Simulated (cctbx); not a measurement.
# Solving a structure by charge flipping

Cell a = 10.0050 Å, b = 10.0050 Å, c = 10.0050 Å, α = 90.00°, β = 90.00°, γ = 90.00°; space group Fm-3m (no. 225); content Os4 Ag8 Br24.

Simulated single-crystal data (cctbx): Mo Kα, λ = 0.71073 Å, to d = 0.65 Å, 80 % of the full sphere, strongest reflection 70000 counts, noise from counting, a 3 % proportional error and a noise floor of 8 counts (s.d.); no absorption.

Charge flipping in P1 on normalised amplitudes to 0.8 Å, δ = 1 σ, 30 % of the reflections treated as weak, 300 cycles:

```text
cycle      R  skewness
    0  0.466     0.28
   25  0.301     5.34
   50  0.282     4.93
   75  0.281     4.90
  100  0.276     4.97
  125  0.283     4.86
  150  0.275     4.78
  175  0.276     4.85
  200  0.278     4.79
  225  0.276     4.71
  250  0.280     4.77
  275  0.276     4.76
origin shift          correlation  skewness
 0.163  0.479  0.216      0.972      7.74
 0.413  0.229  0.466      0.972      5.83
 0.163  0.479  0.466      0.971      6.02
 0.413  0.229  0.216      0.970      4.93
taken: symmetry correlation 0.972, skewness 7.74
peak      x       y       z  mult  height/sigma
Q1    0.0000  0.0000  0.5000    4     19.7
Q2    0.2500  0.2500  0.2500    8     19.4
Q3    0.0000  0.0000  0.2581   24      9.2
Q4    0.0000  0.2500  0.2500   24      1.9
Q5    0.1149  0.2500  0.2500   48      1.5
Q6    0.0000  0.0000  0.3728   24      1.5
Q7    0.1881  0.1881  0.3119   32      1.2
Q8    0.0000  0.0808  0.4192   48      1.0
```

The origin is taken among those within 0.04 of the best correlation, by the skewness of the map.

It took 3.3 s on 1 thread of Arm Neoverse N1, with other jobs on the host, peak memory 0.08 GiB.

Q: Assign the peaks.

Heights go roughly as Z and multiplicities must add up to the content. First model: Q1 = Os1 (4 in the cell, height 19.7), Q2 = Ag1 (8 in the cell, height 19.4) and Q3 = Br1 (24 in the cell, height 9.2). Against the true structure, Q1 is Os, Q2 is Ag and Q3 is Br; the other peaks are not atoms.

Least squares on F², isotropic:

```text
Rint 0.027, 131 unique reflections to 0.65 A
cycle     R1     wR2    GooF  max shift (A)
   1  0.1656  0.3699  41.271   0.02884
   2  0.0043  0.0097   1.078   0.00000
final R1 0.0043 wR2 0.0097 GooF 1.078  parameters 4  data/parameter 32.8
atom        x        y        z      Ueq    occ   su(xyz)  su(Uiso or U11)
Os1    0.00000  0.00000  0.50000   0.0049  1.000  0.00000  0.0000
Ag1    0.25000  0.25000  0.25000   0.0082  1.000  0.00000  0.0000
Br1    0.00000  0.00000  0.25522   0.0101  1.000  0.00001  0.0000
difference map: max 0.33 min -0.50 rms 0.07
Q1    0.1147  0.1147  0.3853   32    0.39  1.99 A from Os1
Q2    0.0000  0.0000  0.2029   24    0.28  0.52 A from Br1
Q3    0.0000  0.0000  0.4265   24    0.22  0.74 A from Os1
Q4    0.0000  0.0675  0.0675   48    0.21  2.00 A from Br1
Q5    0.1726  0.1726  0.2494   96    0.20  1.10 A from Ag1
```

Anisotropic refinement:

```text
Rint 0.027, 131 unique reflections to 0.65 A
cycle     R1     wR2    GooF  max shift (A)
   1  0.0043  0.0099   1.108   0.00004
   2  0.0041  0.0088   0.988   0.00000
final R1 0.0041 wR2 0.0088 GooF 0.988  parameters 5  data/parameter 26.2
atom        x        y        z      Ueq    occ   su(xyz)  su(Uiso or U11)
Os1    0.00000  0.00000  0.50000   0.0049  1.000  0.00000  0.0000
Ag1    0.25000  0.25000  0.25000   0.0082  1.000  0.00000  0.0000
Br1    0.00000  0.00000  0.25522   0.0101  1.000  0.00001  0.0000
difference map: max 0.33 min -0.48 rms 0.07
Q1    0.1157  0.1157  0.3843   32    0.38  2.01 A from Os1
Q2    0.0000  0.0689  0.0689   48    0.20  1.99 A from Br1
Q3    0.0000  0.0000  0.4245   24    0.20  0.76 A from Os1
Q4    0.1734  0.1734  0.2487   96    0.20  1.08 A from Ag1
Q5    0.0000  0.1739  0.1739   48    0.17  1.92 A from Br1
Q6    0.0000  0.0724  0.3315   96    0.17  1.05 A from Br1
```

**Reading.** The refinement ends at R1 = 0.0041, wR2 = 0.0088, GooF = 0.99, with difference density between -0.48 and 0.33 e/Å³. Every site matches the true model in element, within 0.001 Å r.m.s., up to an allowed shift of origin.

True model:

| atom | mult. | x | y | z | Ueq (Å²) |
| --- | --- | --- | --- | --- | --- |
| Os1 | 4 | 0 | 0 | 0 | 0.0049 |
| Ag1 | 8 | 1/4 | 1/4 | 3/4 | 0.0082 |
| Br1 | 24 | 0 | 0 | 0.7552 | 0.0100 |

The model was made for the exercise: a known structure type with other elements put in, its volume estimated, not relaxed; displacement parameters are assumed.

[Middle refinement cycles are left out of these outputs.]

[Logs are printed without paths, hosts, clocks, repeated set-up lines and the standing remarks that a program may print on its own settings, such as how far it seeks lower states.]
